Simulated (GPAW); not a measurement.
# Work function of a 9-layer slab of Al(110) at several levels, part 2 of 3

Aim: the work function of both faces of a 9-layer slab of Al(110), and its spread over functionals and bases.

GPAW 26.7.0; GPAW, PAW setups; slab in vacuum, relaxation (the session's first sound run).

So far, upper work function (eV): step 2 (relaxation) 4.15; step 3 (plane waves, PBE) 4.15.

**4. Self-consistent run: xc = "revPBE"**

The same geometry under revPBE, to see how far the functional moves the levels against the vacuum.

Contents of run.py:

```python
import json
import numpy as np
from ase import Atoms
from gpaw import GPAW, PW

slab = Atoms(
    ['Al', 'Al', 'Al', 'Al', 'Al', 'Al', 'Al', 'Al', 'Al'],
    positions=[
        [0.00000, 0.00000, 8.00000],
        [2.02500, 1.43189, 9.43189],
        [0.00000, 0.00000, 10.86378],
        [2.02500, 1.43189, 12.29567],
        [0.00000, 0.00000, 13.73339],
        [2.02500, 1.43189, 15.20504],
        [0.00000, 0.00000, 16.59726],
        [2.02500, 1.43189, 18.06544],
        [-0.00000, 0.00000, 19.40233]],
    cell=[[4.05, 0.0, 0.0], [0.0, 2.86378, 0.0], [0.0, 0.0, 27.45513]],
    pbc=[True, True, False])

slab.calc = GPAW(mode=PW(400), xc='revPBE', kpts={'size': (8, 11, 1), 'gamma': True},
                 occupations={'name': 'fermi-dirac', 'width': 0.1}, nbands='200%',
                 convergence={'density': 1e-05}, maxiter=200,
                 poissonsolver={'dipolelayer': 'xy'},
                 symmetry={'tolerance': 1e-3}, txt='slab.txt')
result = {}
energy = slab.get_potential_energy()
fermi = slab.calc.get_fermi_level()
v = slab.calc.get_electrostatic_potential().mean((0, 1)) - fermi
n = slab.calc.get_pseudo_density().mean((0, 1))
L = slab.cell[2, 2]
z = np.arange(len(v)) * L / len(v)
low, high = slab.positions[:, 2].min(), slab.positions[:, 2].max()
below, above = np.interp([low - 5.8, high + 5.8], z, v)
slopes = [np.interp(x, z, np.gradient(v, z)) for x in (low - 5.8, high + 5.8)]
eps = np.array([[slab.calc.get_eigenvalues(k, s) for k in range(len(slab.calc.get_ibz_k_points()))]
                for s in range(slab.calc.get_number_of_spins())]) - fermi
top, bottom = eps[eps < 0].max(), eps[eps > 0].min()
dipole = slab.get_dipole_moment()[2]
print(f'energy {energy:.4f} eV, Fermi level {fermi:.4f} eV, dipole {dipole:.5f} e A')
print(f'potential 5.8 A off the faces, from the Fermi level: lower {below:.4f} eV, upper {above:.4f} eV')
print(f'slope of the potential there: lower {slopes[0]:.5f}, upper {slopes[1]:.5f} eV/A')
print(f'nearest levels on the mesh: {top:.4f} and {bottom:.4f} eV')
print('magnetic moment', round(slab.get_magnetic_moment(), 3))
result.update(energy=energy, fermi=fermi, dipole=dipole, below=below, above=above, slopes=slopes, edges=[top, bottom],
              z=z.tolist(), v=v.tolist(), n=n.tolist(), positions=slab.positions.tolist(),
              forces=slab.get_forces(apply_constraint=False).tolist(), moments=slab.get_magnetic_moments().tolist())
json.dump(result, open('result.json', 'w'))
```

On the command line:

```bash
> OMP_NUM_THREADS=1 OPENBLAS_NUM_THREADS=1 python run.py
```

What it wrote:

```text
energy -30.4116 eV, Fermi level 1.2471 eV, dipole 0.00026 e A
potential 5.8 A off the faces, from the Fermi level: lower 4.0846 eV, upper 4.0796 eV
slope of the potential there: lower -0.00011, upper 0.00011 eV/A
nearest levels on the mesh: -0.0204 and 0.0082 eV
magnetic moment 0.0
```

It took 5.9 min on 1 thread of Intel Xeon at 2.50GHz (Skylake/Cascade Lake), shared host; peak memory 0.3 GiB.

This step gave:

* dipole along the normal: 2.59e-4 e·Å
* levels nearest the Fermi level on the mesh: -0.02045, 0.008160 eV from the Fermi level
* upper work function: 4.080 eV
* lower work function: 4.085 eV

The electrostatic potential energy of an electron (without an applied field's), less the Fermi level, planar mean oscillates, so the rows of the table below give means over windows of 1.39 Å about each position, cut where the curve ends. Its maxima inside the range that stand out by 2 % of the span (Å: eV): 8.7: -5.07, 10.2: -5.12, 11.6: -5.07, 13.0: -5.06, 14.5: -4.73, 15.9: -5.46, 17.4: -4.78, 18.8: -6.01. Its minima: 8.0: -8.99, 9.4: -9.41, 10.8: -9.41, 12.3: -9.39, 13.7: -9.41, 15.2: -9.44, 16.6: -9.42, 18.1: -9.49, 19.3: -9.12.

The electrostatic potential energy of an electron (without an applied field's), less the Fermi level, planar mean by z; means over each step:

```
z (Å)  electrostatic potential energy of an electron (without an applied field's), less the Fermi level, planar mean (eV)
 0.69                                                                                                                4.08
 2.08                                                                                                                4.08
 3.48                                                                                                                4.08
 4.87                                                                                                                4.06
 6.26                                                                                                                3.37
 7.65                                                                                                               -4.62
 9.04                                                                                                               -7.11
10.43                                                                                                               -7.14
11.82                                                                                                               -7.12
13.21                                                                                                               -7.08
14.60                                                                                                               -6.84
15.99                                                                                                               -7.38
17.38                                                                                                               -6.85
18.77                                                                                                               -7.72
20.16                                                                                                               -1.55
21.55                                                                                                                3.80
22.94                                                                                                                4.07
24.33                                                                                                                4.08
25.72                                                                                                                4.08
27.11                                                                                                                4.08
```

The pseudo valence density, planar mean oscillates, so the rows of the table below give means over windows of 1 Å about each position, cut where the curve ends. Its maxima inside the range that stand out by 2 % of the span (Å: e/Å³): 7.7: 0.121, 8.8: 0.200, 10.1: 0.201, 11.6: 0.202, 13.1: 0.201, 14.6: 0.198, 15.9: 0.206, 17.4: 0.199, 18.7: 0.209, 19.7: 0.127. Its minima: 7.9: 0.114, 9.4: 0.149, 10.9: 0.152, 12.2: 0.150, 13.7: 0.145, 15.2: 0.149, 16.5: 0.153, 18.0: 0.154, 19.5: 0.120.

Table of pseudo valence density, planar mean by z; means over each step:

z (Å), pseudo valence density, planar mean (e/Å³) and a bar:
```
        3      0.000 
        4      0.000 
        5      0.001 
        6      0.011 ##
        7      0.069 ###########
        8      0.137 ######################
        9      0.182 #############################
       10      0.187 #############################
       11      0.174 ###########################
       12      0.178 ############################
       13      0.189 ##############################
       14      0.173 ###########################
       15      0.174 ###########################
       16      0.191 ##############################
       17      0.180 ############################
       18      0.177 ############################
       19      0.176 ############################
       20      0.103 ################
       21      0.025 ####
       22      0.003 
       23      0.000 
       24      0.000 
       25      0.000
```

Force by atom:

```
atom  x (eV/Å)  y (eV/Å)  z (eV/Å)   size
 Al1     0.000     0.000     0.128  0.128
 Al2     0.000     0.000    -0.153  0.153
 Al3     0.000     0.000    -0.021  0.021
 Al4     0.000     0.000    -0.085  0.085
 Al5     0.000     0.000     0.013  0.013
 Al6     0.000     0.000     0.008  0.008
 Al7     0.000     0.000     0.013  0.013
 Al8     0.000     0.000     0.029  0.029
 Al9     0.000     0.000     0.068  0.068
```

The upper face's work function is 4.080 eV, against 4.151 eV in the first plane-wave PBE run at this geometry.

**5. Self-consistent run: xc = "vdW-DF2"**

The same geometry under vdW-DF2, to see how far the functional moves the levels against the vacuum (the van der Waals functionals take revPBE setups).

run.py, as its differences from that of step 4:

```diff
@@ -20,3 +20,3 @@
 
-slab.calc = GPAW(mode=PW(400), xc='revPBE', kpts={'size': (8, 11, 1), 'gamma': True},
+slab.calc = GPAW(mode=PW(400), xc='vdW-DF2', kpts={'size': (8, 11, 1), 'gamma': True},
                  occupations={'name': 'fermi-dirac', 'width': 0.1}, nbands='200%',
```

What it wrote:

```text
energy -225.2032 eV, Fermi level 1.0588 eV, dipole 0.00000 e A
potential 5.8 A off the faces, from the Fermi level: lower 4.3848 eV, upper 4.3838 eV
slope of the potential there: lower -0.00040, upper 0.00043 eV/A
nearest levels on the mesh: -0.0039 and 0.0214 eV
magnetic moment 0.0
```

Wall time 24 min (1 thread); peak memory 0.49 GiB.

This step gave:

```yaml
dipole_along_the_normal: 4.01e-7 e·Å
levels_nearest_the_fermi_level_on_the_mesh: -0.003931, 0.02144 eV from the Fermi level
upper_work_function: 4.384 eV
lower_work_function: 4.385 eV
```

The upper face's work function is 4.384 eV, against 4.151 eV in the first plane-wave PBE run at this geometry.

**6. Self-consistent run: xc = "LDA"**

The same geometry under LDA, to see how far the functional moves the levels against the vacuum.

run.py, as its differences from that of step 5:

```diff
@@ -20,3 +20,3 @@
 
-slab.calc = GPAW(mode=PW(400), xc='vdW-DF2', kpts={'size': (8, 11, 1), 'gamma': True},
+slab.calc = GPAW(mode=PW(400), xc='LDA', kpts={'size': (8, 11, 1), 'gamma': True},
                  occupations={'name': 'fermi-dirac', 'width': 0.1}, nbands='200%',
```

What it wrote:

```text
energy -35.9235 eV, Fermi level 1.0015 eV, dipole -0.00003 e A
potential 5.8 A off the faces, from the Fermi level: lower 4.3086 eV, upper 4.3081 eV
slope of the potential there: lower -0.00009, upper 0.00009 eV/A
nearest levels on the mesh: -0.0045 and 0.0064 eV
magnetic moment 0.0
```

Wall time 7 min (1 thread); peak memory 0.31 GiB.

This step gave:

* dipole along the normal: -3.26e-5 e·Å
* levels nearest the Fermi level on the mesh: -0.004546, 0.006397 eV from the Fermi level
* upper work function: 4.308 eV
* lower work function: 4.309 eV

The upper face's work function is 4.308 eV, against 4.151 eV in the first plane-wave PBE run at this geometry.

**7. OptPBE vdW: xc = "optPBE-vdW"**

The same geometry under optPBE-vdW, to see how far the functional moves the levels against the vacuum (the van der Waals functionals take revPBE setups).

run.py, as its differences from that of step 6:

```diff
@@ -20,3 +20,3 @@
 
-slab.calc = GPAW(mode=PW(400), xc='LDA', kpts={'size': (8, 11, 1), 'gamma': True},
+slab.calc = GPAW(mode=PW(400), xc='optPBE-vdW', kpts={'size': (8, 11, 1), 'gamma': True},
                  occupations={'name': 'fermi-dirac', 'width': 0.1}, nbands='200%',
```

What it wrote:

```text
energy -77.5783 eV, Fermi level 1.1205 eV, dipole 0.00008 e A
potential 5.8 A off the faces, from the Fermi level: lower 4.3031 eV, upper 4.3009 eV
slope of the potential there: lower -0.00014, upper 0.00014 eV/A
nearest levels on the mesh: -0.0265 and 0.0036 eV
magnetic moment 0.0
```

It took 8.2 min on 1 thread; peak memory 0.49 GiB.

This step gave:

```
dipole along the normal                    : 8.09e-5 e·Å
levels nearest the Fermi level on the mesh : -0.02648, 0.003572 eV from the Fermi level
upper work function                        : 4.301 eV
lower work function                        : 4.303 eV
```

The electrostatic potential energy of an electron (without an applied field's), less the Fermi level, planar mean oscillates, so the rows of the table below give means over windows of 1.39 Å about each position, cut where the curve ends. Its maxima inside the range that stand out by 2 % of the span (Å: eV): 8.7: -5.01, 10.2: -5.08, 11.6: -5.02, 13.0: -5.01, 14.5: -4.69, 15.9: -5.41, 17.4: -4.75, 18.8: -5.95. Its minima: 8.0: -8.94, 9.4: -9.37, 10.8: -9.37, 12.3: -9.35, 13.7: -9.37, 15.2: -9.40, 16.6: -9.38, 18.1: -9.44, 19.3: -9.07.

Table of electrostatic potential energy of an electron (without an applied field's), less the Fermi level, planar mean by z; means over each step:

```csv
z (Å),"electrostatic potential energy of an electron (without an applied field's), less the Fermi level, planar mean (eV)"
0.69,4.30
2.08,4.30
3.48,4.30
4.87,4.27
6.26,3.51
7.65,-4.57
9.04,-7.07
10.43,-7.10
11.82,-7.07
13.21,-7.03
14.60,-6.79
15.99,-7.33
17.38,-6.81
18.77,-7.66
20.16,-1.48
21.55,3.97
22.94,4.29
24.33,4.30
25.72,4.30
27.11,4.30
```

The upper face's work function is 4.301 eV, against 4.151 eV in the first plane-wave PBE run at this geometry.

**8. Self-consistent run: xc = "RPBE"**

The same geometry under RPBE, to see how far the functional moves the levels against the vacuum.

run.py, as its differences from that of step 7:

```diff
@@ -20,3 +20,3 @@
 
-slab.calc = GPAW(mode=PW(400), xc='optPBE-vdW', kpts={'size': (8, 11, 1), 'gamma': True},
+slab.calc = GPAW(mode=PW(400), xc='RPBE', kpts={'size': (8, 11, 1), 'gamma': True},
                  occupations={'name': 'fermi-dirac', 'width': 0.1}, nbands='200%',
```

What it wrote:

```text
energy -30.1160 eV, Fermi level 1.2583 eV, dipole 0.00028 e A
potential 5.8 A off the faces, from the Fermi level: lower 4.0853 eV, upper 4.0800 eV
slope of the potential there: lower -0.00011, upper 0.00011 eV/A
nearest levels on the mesh: -0.0229 and 0.0057 eV
magnetic moment 0.0
```

Wall time 7.8 min (1 thread); peak memory 0.3 GiB.

Numbers from this step:

```yaml
dipole_along_the_normal: 2.79e-4 e·Å
levels_nearest_the_fermi_level_on_the_mesh: -0.02294, 0.005660 eV from the Fermi level
upper_work_function: 4.080 eV
lower_work_function: 4.085 eV
```

The electrostatic potential energy of an electron (without an applied field's), less the Fermi level, planar mean oscillates, so the rows of the table below give means over windows of 1.39 Å about each position, cut where the curve ends. Its maxima inside the range that stand out by 2 % of the span (Å: eV): 8.7: -5.09, 10.2: -5.14, 11.6: -5.09, 13.0: -5.09, 14.5: -4.75, 15.9: -5.49, 17.4: -4.81, 18.8: -6.03. Its minima: 8.0: -9.01, 9.4: -9.43, 10.8: -9.43, 12.3: -9.41, 13.7: -9.43, 15.2: -9.46, 16.6: -9.44, 18.1: -9.51, 19.3: -9.14.

Electrostatic potential energy of an electron (without an applied field's), less the Fermi level, planar mean against z; means over each step:

z (Å), electrostatic potential energy of an electron (without an applied field's), less the Fermi level, planar mean (eV) and a bar from the least value:
```
     0.69       4.09 ##############################
     2.08       4.09 ##############################
     3.48       4.08 ##############################
     4.87       4.06 ##############################
     6.26       3.36 ############################
     7.65      -4.64 ########
     9.04      -7.14 ##
    10.43      -7.16 #
    11.82      -7.14 ##
    13.21      -7.10 ##
    14.60      -6.86 ##
    15.99      -7.40 #
    17.38      -6.87 ##
    18.77      -7.74 
    20.16      -1.56 ################
    21.55       3.79 #############################
    22.94       4.07 ##############################
    24.33       4.08 ##############################
    25.72       4.08 ##############################
    27.11       4.08 ##############################
```

The upper face's work function is 4.080 eV, against 4.151 eV in the first plane-wave PBE run at this geometry.

(Continued in part 3 of 3.)

[Logs are printed without paths, hosts, clocks, repeated set-up lines and the standing remarks that a program may print on its own settings, such as how far it seeks lower states.]

[Hosts, paths, dates, database ids (printed as entryN), source tags and the programs' standing remarks are cut or masked in the printed files.]
